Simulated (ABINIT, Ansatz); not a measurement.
# Calculated records

```json
{"subject": "KCaCl3 (Pm-3m): G0W0 with ABINIT, start to end", "lattice_ang": [[5.3935, 0.0, 0.0], [0.0, 5.3935, 0.0], [0.0, 0.0, 5.3935]], "atoms": [["K", 0.0, 0.0, 0.0], ["Ca", 0.5, 0.5, 0.5], ["Cl", 0.0, 0.5, 0.5], ["Cl", 0.5, 0.0, 0.5], ["Cl", 0.5, 0.5, 0.0]], "method": "RPA screening on PBEsol, plane waves, norm-conserving pseudopotentials (and 2 further levels or steps)", "program": "ABINIT 10.8.3", "settings": "cutoff 33 Ha, PseudoDojo scalar-relativistic 0.4.1 standard, norm-conserving, ngkpt (2, 2, 2), nband 96, ecuteps 3.6 Ha, inclvkb 2, shiftk (0, 0, 0), symchi 1, awtr 1, frequency ppm, 2×2×2 k-mesh", "cost": "4 runs, 2.9 min in all on 4 MPI ranks of Arm Neoverse N1, shared host", "notes": "The cell and positions are those that the Materials Project relaxed with its own functionals (PBE, PBE+U or r2SCAN), kept fixed. The 2×2×2 mesh is coarse for this cell, which bears on the long-range parts of exchange and screening.", "results": {"pbesol_gap": "4.65 eV, indirect", "g0w0_gap_on_the_mesh": "7.04 eV", "gw_settings": "2×2×2 mesh, 96 bands, screening to 98 eV, Godby-Needs plasmon pole", "known_limits": "short of the basis limit; coarse k mesh"}}
```

[Long decimals in the printed logs are rounded to 6 places.]

[Logs are printed without paths, hosts, clocks, repeated set-up lines and the standing remarks that a program may print on its own settings, such as how far it seeks lower states.]

[Paths, hosts, dates, memory and timing lines, banners, echoed tables and standing remarks are left out of the program output; an Ansatz launch command may be rebuilt from the run's recorded settings. Measured values are a selection of at most five: reports struck by readers or far from the other reports are left out. None is set beside runs whose start may be inverted or whose files or cutoffs have a known fault.]

[Runs of the session that timed out or met a known fault of the program may be left out.]

[Hosts, paths, dates, database ids (printed as entryN), source tags and the programs' standing remarks are cut or masked in the printed files.]

[G0W0 gaps are taken among the corrected bands and points alone; a level outside them can change the order at an edge.]

[Where Ansatz stands beside ABINIT at settings called matched, ABINIT's density can come from a denser mesh and the files from another edition; pairs whose starting gaps differed by over 0.03 eV were left out, so agreement reads better than it is.]
